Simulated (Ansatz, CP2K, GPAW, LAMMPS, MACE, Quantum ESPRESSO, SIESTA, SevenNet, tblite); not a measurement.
# Running amorphous carbon (64 atoms) with CP2K, part 3 of 3

Aim: run amorphous carbon (64 atoms) in CP2K and see how near its forces come to a plane-wave reference, and at what cost.

Program: CP2K 2026.2; the method stands at each step. Banners, paths, timers and routine set-up lines are dropped from the logs unmarked, and long logs keep their key lines alone; longer cuts are marked.

So far, r.m.s. force component (eV/Å): step 2 (PBE, DZVP-MOLOPT-SR, 450/50 Ry, diagonalisation) 1.27; step 4 (setting form inline, setting basis TZVP-UZH, PBE, CP2K) 1.27; step 5 (setting form inline, setting basis TZV2P-UZH, PBE, CP2K) 1.26; step 6 (LDA, setting xc LDA) 1.27.

### 8. PBE, DZVP-MOLOPT-SR, 315/50 Ry, diagonalisation

Method: Kohn-Sham DFT, PBE, GTH-PBE pseudopotentials, Gaussian and plane waves, DZVP-MOLOPT-SR-GTH, diagonalisation.

Input file input.inp:

```
&GLOBAL
  PROJECT cell
  RUN_TYPE ENERGY_FORCE
  PRINT_LEVEL LOW
&END GLOBAL
&FORCE_EVAL
  METHOD QS
  STRESS_TENSOR ANALYTICAL
  &DFT
    BASIS_SET_FILE_NAME BASIS_MOLOPT
    POTENTIAL_FILE_NAME GTH_POTENTIALS
    &MGRID
      CUTOFF 315
      REL_CUTOFF 50
    &END MGRID
    &QS
      EPS_DEFAULT 1.0E-12
    &END QS
    &SCF
      SCF_GUESS ATOMIC
      EPS_SCF 5.0E-06
      MAX_SCF 200
      ADDED_MOS 28
      &DIAGONALIZATION
        ALGORITHM STANDARD
      &END DIAGONALIZATION
      &SMEAR ON
        METHOD FERMI_DIRAC
        ELECTRONIC_TEMPERATURE [K] 580
      &END SMEAR
      &MIXING
        METHOD BROYDEN_MIXING
        ALPHA 0.15
        NBROYDEN 12
      &END MIXING
      &PRINT
        &RESTART OFF
        &END RESTART
      &END PRINT
    &END SCF
    &XC
      &XC_FUNCTIONAL PBE
      &END XC_FUNCTIONAL
    &END XC
    &PRINT
      &MULLIKEN ON
      &END MULLIKEN
      &HIRSHFELD ON
        SHAPE_FUNCTION DENSITY
      &END HIRSHFELD
      &MO ON
        EIGENVALUES T
        OCCUPATION_NUMBERS T
        MO_INDEX_RANGE 117 140
        &EACH
          QS_SCF 0
        &END EACH
        ADD_LAST NUMERIC
      &END MO
    &END PRINT
  &END DFT
  &SUBSYS
    &CELL
      A 7.59030 0.00000 0.00000
      B 0.00000 7.59030 0.00000
      C 0.00000 0.00000 7.59030
    &END CELL
    &COORD
[... 64 atom lines left out: the same atoms as in the first run ...]
    &END COORD
    &KIND C
      BASIS_SET DZVP-MOLOPT-SR-GTH-q4
      POTENTIAL GTH-PBE-q4
    &END KIND
  &END SUBSYS
  &PRINT
    &FORCES ON
    &END FORCES
    &STRESS_TENSOR ON
    &END STRESS_TENSOR
  &END PRINT
&END FORCE_EVAL
```

On the command line:

```bash
> OMP_NUM_THREADS=2 cp2k.psmp -i input.inp > output.txt
```

Numbers of over 12 decimals in the logs are rounded to 6 here.

What it wrote:

```text
CP2K| version string:                                       CP2K version 2026.2
 CP2K| Input file name                                                 input.inp
 GLOBAL| Basis set file name                                        BASIS_MOLOPT
 GLOBAL| Potential file name                                      GTH_POTENTIALS
 GLOBAL| Run type                                                   ENERGY_FORCE
 GLOBAL| Total number of message passing processes                             1
 GLOBAL| Number of threads for this process                                    2
[... lines left out ...]
                        Smear method:                                FERMI_DIRAC
[... lines left out ...]
 Number of electrons:                                                        256
[... lines left out ...]
  Step     Update method      Time    Convergence         Total energy    Change
[... lines left out ...]
  *** SCF run converged in    19 steps ***
[... lines left out ...]
  Fermi energy:                                                 0.345028
  Total energy:                                              -362.144796
  Total energy (extrapolated to T->0):                       -362.140739
[... lines left out ...]
 MO| E(Fermi):            0.345028 a.u.          9.388680 eV
[... lines left out ...]
     64       C      1       4.000          3.985                         0.015
  Total Charge                                                           -0.000
 !-----------------------------------------------------------------------------!
 ENERGY| Total FORCE_EVAL ( QS ) energy [hartree]           -362.144961
 FORCES| Atomic forces [hartree/bohr]
 FORCES|   Atom     x               y               z               |f|
 FORCES|      1 -2.04194894E-02  1.13414500E-02 -6.03019031E-04   2.33655230E-02
 FORCES|      2  5.08026255E-02  1.83796878E-02  2.30070291E-02   5.87200398E-02
 FORCES|      3 -1.75965426E-02  3.10019219E-03 -2.31018292E-02   2.92052053E-02
[...]
FORCES|     63 -1.81749214E-03 -1.81501423E-02 -3.89267004E-03   1.86516440E-02
 FORCES|     64 -5.46232221E-03 -2.17053270E-02 -3.11379019E-02   3.83474526E-02
 FORCES| Sum     1.40818085E-03  2.71214027E-03 -2.53218704E-04
 FORCES| Total atomic force                                       3.06639819E-03
 STRESS| Analytical stress tensor [bar]
 STRESS|                        x                   y                   z
 STRESS|      x       -1.25209779707E+05  -3.58518634649E+04  -1.58843534978E+04
 STRESS|      y       -3.58518634649E+04  -7.49865589287E+04  -1.68690099866E+04
 STRESS|      z       -1.58843534978E+04  -1.68690099866E+04   4.71320345391E+03
 STRESS| 1/3 Trace                                            -6.51610450607E+04
```

The job ended after 2.7 min (2 threads of Arm Neoverse V1, shared host; peak memory 0.68 GiB; 5.3 min of CPU time).

Compared with the plane-wave run:

* r.m.s. force component: 1.272 eV/Å
* r.m.s. difference of force components: 26.13 meV/Å
* longest difference of force vectors: 91.73 meV/Å
* force difference over r.m.s. force: 2.077 %
* slope of forces against the reference's: 1.011
* correlation of force components: 0.9999
* pressure: -6.516 GPa
* pressure difference: 0.6749 GPa
* energy less the same-level run's: 0.0213 meV/atom
* r.m.s. force difference from the same-level run: 10.48 meV/Å

Against the first run (2.0 %), the force difference from the reference is 2.1 %, at 1.1 times the CPU time.

### 9. PBE, DZVP-MOLOPT-SR, 450/30 Ry, diagonalisation

Method: Kohn-Sham DFT, PBE, GTH-PBE pseudopotentials, Gaussian and plane waves, DZVP-MOLOPT-SR-GTH, diagonalisation.

input.inp, as its differences from that of step 8:

```diff
@@ -12,4 +12,4 @@
     &MGRID
-      CUTOFF 315
-      REL_CUTOFF 50
+      CUTOFF 450
+      REL_CUTOFF 30
     &END MGRID
@@ -67,5 +67,6 @@
     &END CELL
-    &COORD
-[... 64 atom lines left out: the same atoms as in the first run ...]
-    &END COORD
+    &TOPOLOGY
+      COORD_FILE_NAME structure.xyz
+      COORD_FILE_FORMAT XYZ
+    &END TOPOLOGY
     &KIND C
```

Input file structure.xyz:

```xyz
64

[... 64 atom lines left out: the same atoms as in the first run ...]
```

What it wrote:

```text
CP2K| version string:                                       CP2K version 2026.2
 CP2K| Input file name                                                 input.inp
 GLOBAL| Basis set file name                                        BASIS_MOLOPT
 GLOBAL| Potential file name                                      GTH_POTENTIALS
 GLOBAL| Run type                                                   ENERGY_FORCE
 GLOBAL| Total number of message passing processes                             1
 GLOBAL| Number of threads for this process                                    2
[... lines left out ...]
                        Smear method:                                FERMI_DIRAC
[... lines left out ...]
 Number of electrons:                                                        256
[... lines left out ...]
  Step     Update method      Time    Convergence         Total energy    Change
[... lines left out ...]
  *** SCF run converged in    19 steps ***
[... lines left out ...]
  Fermi energy:                                                 0.345025
  Total energy:                                              -362.145053
  Total energy (extrapolated to T->0):                       -362.140996
[... lines left out ...]
 MO| E(Fermi):            0.345025 a.u.          9.388609 eV
[... lines left out ...]
     64       C      1       4.000          3.985                         0.015
  Total Charge                                                           -0.000
 !-----------------------------------------------------------------------------!
 ENERGY| Total FORCE_EVAL ( QS ) energy [hartree]           -362.145218
 FORCES| Atomic forces [hartree/bohr]
 FORCES|   Atom     x               y               z               |f|
 FORCES|      1 -2.05944875E-02  1.13974409E-02 -7.93791660E-04   2.35513202E-02
 FORCES|      2  5.06575976E-02  1.80329928E-02  2.28336624E-02   5.84188083E-02
 FORCES|      3 -1.72932699E-02  3.19001283E-03 -2.34136851E-02   2.92819742E-02
[...]
FORCES|     63 -1.74759244E-03 -1.82894472E-02 -3.89448492E-03   1.87809737E-02
 FORCES|     64 -5.43910040E-03 -2.19054859E-02 -3.13698671E-02   3.86458625E-02
 FORCES| Sum     1.19120293E-04 -9.12268505E-05 -1.31747959E-04
 FORCES| Total atomic force                                       1.99673501E-04
 STRESS| Analytical stress tensor [bar]
 STRESS|                        x                   y                   z
 STRESS|      x       -1.25073146085E+05  -3.58601734385E+04  -1.58846273531E+04
 STRESS|      y       -3.58601734385E+04  -7.48383056104E+04  -1.68671507084E+04
 STRESS|      z       -1.58846273531E+04  -1.68671507084E+04   4.88546197691E+03
 STRESS| 1/3 Trace                                            -6.50086632396E+04
```

Run time: 1.9 min. Hardware: 2 threads; peak memory 1 GiB; 3.6 min of CPU time.

Compared with the plane-wave run:

```yaml
r_m_s_force_component: 1.273 eV/Å
r_m_s_difference_of_force_components: 25.61 meV/Å
longest_difference_of_force_vectors: 83.64 meV/Å
force_difference_over_r_m_s_force: 2.036 %
slope_of_forces_against_the_reference_s: 1.012
correlation_of_force_components: 0.9999
pressure: -6.501 GPa
pressure_difference: 0.6901 GPa
energy_less_the_same_level_run_s: -0.0881 meV/atom
r_m_s_force_difference_from_the_same_level_run: 0.574 meV/Å
```

This is a coarse setting, run to see what it loses.

Against the first run (2.0 %), the force difference from the reference is 2.0 %, at 0.75 times the CPU time: the change moves forces by 0.57 meV/Å r.m.s., so most of the difference comes from elsewhere.

### 10. PBE+D3(BJ), DZVP-MOLOPT-SR, 450/50 Ry, diagonalisation

Method: Kohn-Sham DFT, PBE+D3(BJ), GTH-PBE pseudopotentials, Gaussian and plane waves, DZVP-MOLOPT-SR-GTH, diagonalisation.

input.inp, as its differences from that of step 9:

```diff
@@ -13,3 +13,3 @@
       CUTOFF 450
-      REL_CUTOFF 30
+      REL_CUTOFF 50
     &END MGRID
@@ -43,2 +43,10 @@
       &END XC_FUNCTIONAL
+      &VDW_POTENTIAL
+        POTENTIAL_TYPE PAIR_POTENTIAL
+        &PAIR_POTENTIAL
+          TYPE DFTD3(BJ)
+          PARAMETER_FILE_NAME dftd3.dat
+          REFERENCE_FUNCTIONAL PBE
+        &END PAIR_POTENTIAL
+      &END VDW_POTENTIAL
     &END XC
```

structure.xyz is that of step 9.

What it wrote:

```text
CP2K| version string:                                       CP2K version 2026.2
 CP2K| Input file name                                                 input.inp
 GLOBAL| Basis set file name                                        BASIS_MOLOPT
 GLOBAL| Potential file name                                      GTH_POTENTIALS
 GLOBAL| Run type                                                   ENERGY_FORCE
 GLOBAL| Total number of message passing processes                             1
 GLOBAL| Number of threads for this process                                    2
[... lines left out ...]
                        Smear method:                                FERMI_DIRAC
[... lines left out ...]
 Number of electrons:                                                        256
[... lines left out ...]
  Step     Update method      Time    Convergence         Total energy    Change
[... lines left out ...]
  *** SCF run converged in    19 steps ***
[... lines left out ...]
  Fermi energy:                                                 0.345027
  Total energy:                                              -362.564550
  Total energy (extrapolated to T->0):                       -362.560493
[... lines left out ...]
 MO| E(Fermi):            0.345027 a.u.          9.388671 eV
[... lines left out ...]
     64       C      1       4.000          3.985                         0.015
  Total Charge                                                           -0.000
 !-----------------------------------------------------------------------------!
 ENERGY| Total FORCE_EVAL ( QS ) energy [hartree]           -362.564716
 FORCES| Atomic forces [hartree/bohr]
 FORCES|   Atom     x               y               z               |f|
 FORCES|      1 -2.12016095E-02  1.21132381E-02 -9.61218040E-04   2.44369131E-02
 FORCES|      2  4.85804404E-02  1.88547764E-02  2.11779892E-02   5.62500579E-02
 FORCES|      3 -1.74528193E-02  3.09943120E-03 -2.39372801E-02   2.97859153E-02
[...]
FORCES|     63 -2.26451080E-03 -1.79644809E-02 -3.51718490E-03   1.84450853E-02
 FORCES|     64 -5.99187893E-03 -2.12388295E-02 -2.90003058E-02   3.64418472E-02
 FORCES| Sum     2.99272761E-05 -6.66505229E-05 -2.69066809E-05
 FORCES| Total atomic force                                       7.78582272E-05
 STRESS| Analytical stress tensor [bar]
 STRESS|                        x                   y                   z
 STRESS|      x       -1.40104981526E+05  -3.54378286908E+04  -1.47520481775E+04
 STRESS|      y       -3.54378286908E+04  -9.08772011161E+04  -1.66662117850E+04
 STRESS|      z       -1.47520481775E+04  -1.66662117850E+04  -4.85148095972E+03
 STRESS| 1/3 Trace                                            -7.86112212007E+04
```

Run time: 2.5 min. Hardware: 2 threads; peak memory 1.1 GiB.

Against the reference:

| Property | Result |
| --- | --- |
| r.m.s. force component | 1.291 eV/Å |
| r.m.s. difference of force components | 69.18 meV/Å |
| longest difference of force vectors | 346.6 meV/Å |
| force difference over r.m.s. force | 5.5 % |
| slope of forces against the reference's | 1.025 |
| correlation of force components | 0.9989 |
| pressure | -7.861 GPa |
| pressure difference | -0.6701 GPa |

Against the first run (2.0 %), the force difference from the reference is 5.5 %, at 1.00 times the CPU time; the model has changed, so this is no error of the program alone.

### 11. The ladder

Differences are against the plane-wave reference, forces as r.m.s. over components; share is that over the reference's r.m.s. force, slope the least-squares factor from reference forces to these. Total energies of different programs have different zeros and aren't compared.

| run | Δ force, r.m.s. (meV/Å) | share (%) | slope | Δ pressure (GPa) | cores | CPU time | memory (GiB) |
| --- | --- | --- | --- | --- | --- | --- | --- |
| reference | - | - | - | - | 2 | 83 s | 0.85 |
| CP2K PBE, DZVP-MOLOPT-SR, 450/50 Ry, diagonalisation | 25.6 | 2.04 | 1.012 | 0.675 | 2 | 4.8 min | 1.0 |
| CP2K PBE, SZV-MOLOPT-SR, 450/50 Ry, diagonalisation (coarse) | 523 | 41.6 | 1.326 | 8.38 | 1 | 2.5 min | 0.95 |
| CP2K PBE, TZVP-UZH, 450/50 Ry, diagonalisation | 33.4 | 2.66 | 1.009 | 1.98 | 4 | 7.6 min | 1.8 |
| CP2K PBE, TZV2P-UZH, 450/50 Ry, diagonalisation | 16.9 | 1.34 | 1.003 | 0.618 | 4 | 20 min | 2.0 |
| CP2K LDA, DZVP-MOLOPT-SR, 450/50 Ry, diagonalisation | 54.2 | 4.31 | 1.006 | -11.3 | 2 | 4.7 min | 1.0 |
| CP2K PBE, DZVP-MOLOPT-SR, 225/50 Ry, diagonalisation (coarse) | 36.0 | 2.86 | 1.011 | 0.688 | 2 | 4.2 min | 0.57 |
| CP2K PBE, DZVP-MOLOPT-SR, 315/50 Ry, diagonalisation (coarse) | 26.1 | 2.08 | 1.011 | 0.675 | 2 | 5.3 min | 0.68 |
| CP2K PBE, DZVP-MOLOPT-SR, 450/30 Ry, diagonalisation (coarse) | 25.6 | 2.04 | 1.012 | 0.690 | 2 | 3.6 min | 1.0 |
| CP2K PBE+D3(BJ), DZVP-MOLOPT-SR, 450/50 Ry, diagonalisation | 69.2 | 5.5 | 1.025 | -0.670 | 2 | 4.8 min | 1.1 |

Rows marked coarse were listed beforehand as settings not expected to be converged; some can still land near the reference.

CPU time is summed over cores on a shared host, where runs went side by side, so it is rough. Symmetry, cutoffs, thresholds, outputs and thread counts weren't matched or tuned between programs; memory under MPI is the largest rank's times the ranks.

Within one program, basis, potentials and functional, energies share a zero. Each run against its twin at the usual cutoff or grid and solver:

| run | twin | Δ energy (meV/atom) | Δ force, r.m.s. (meV/Å) | CPU time over the twin's |
| --- | --- | --- | --- | --- |
| CP2K PBE, DZVP-MOLOPT-SR, 225/50 Ry, diagonalisation | DZVP-MOLOPT-SR, 450/50 Ry, diagonalisation | -0.242 | 26.5 | 0.88 |
| CP2K PBE, DZVP-MOLOPT-SR, 315/50 Ry, diagonalisation | DZVP-MOLOPT-SR, 450/50 Ry, diagonalisation | 0.0213 | 10.5 | 1.1 |
| CP2K PBE, DZVP-MOLOPT-SR, 450/30 Ry, diagonalisation | DZVP-MOLOPT-SR, 450/50 Ry, diagonalisation | -0.0881 | 0.574 | 0.75 |

Further runs of this program without a result: CP2K GFN1-xTB, diagonalisation (not converged).

### 12. Results

| Property | Result |
| --- | --- |
| nearest in forces | CP2K PBE, TZV2P-UZH, 450/50 Ry, diagonalisation, 1.3 % |
| its CPU time | 20 min |

**Reading.** The PBE runs in local orbitals, coarse settings apart, differ by 1.3 % (CP2K PBE, TZV2P-UZH, 450/50 Ry, diagonalisation) to 2.7 % (CP2K PBE, TZVP-UZH, 450/50 Ry, diagonalisation); basis, grid and potentials can all enter. Rows with another functional or a dispersion term differ by 4.3 % (CP2K LDA, DZVP-MOLOPT-SR, 450/50 Ry, diagonalisation) to 5.5 % (CP2K PBE+D3(BJ), DZVP-MOLOPT-SR, 450/50 Ry, diagonalisation), which mixes the change of model with differences of basis and potentials. Runs with settings chosen to be coarse differ by 2.0 % (CP2K PBE, DZVP-MOLOPT-SR, 450/30 Ry, diagonalisation) to 42 % (CP2K PBE, SZV-MOLOPT-SR, 450/50 Ry, diagonalisation), their programs' other errors included. None of the electronic-structure runs in the table takes under half the reference's CPU time of 83 s; they take 1.8 to 15 times as much. CP2K PBE, SZV-MOLOPT-SR, 450/50 Ry, diagonalisation stiffens the forces by a factor of 1.33 while following their directions (correlation 0.982); the slopes of the 9 CP2K runs lie between 1.00 and 1.33. In pressure, CP2K PBE, SZV-MOLOPT-SR, 450/50 Ry, diagonalisation misses by +8.4 GPa, at the same functional. The reference's pressure holds the uncorrected Pulay stress of its 45 Ry basis, so small pressure differences, and their order, may be the reference's own error. The quench rate of 100 K/ps is many orders above laboratory rates, so the cell is likely richer in defects and strain than a real sample. The network of bonds at the start is that of the classical potential that made the cell, and needn't be the one that DFT or experiment would give. The reference's stress is far from hydrostatic: its diagonal is -13.1, -8.2, -0.2 GPa, compression counted positive. The reference's pressure of -7.2 GPa belongs to a cell and atoms that aren't relaxed at this level. The electronic-structure runs sample only Γ, in a cell whose shortest periodic width is 8 Å, which is coarse for a cell with partly filled levels.

[Also dropped from logs without a mark: logging warnings of Python, and SIESTA's first energy breakdown and zero terms.]

[Logs are printed without paths, hosts, clocks, repeated set-up lines and the standing remarks that a program may print on its own settings, such as how far it seeks lower states.]

[Hosts, paths, dates, database ids (printed as entryN), source tags and the programs' standing remarks are cut or masked in the printed files.]
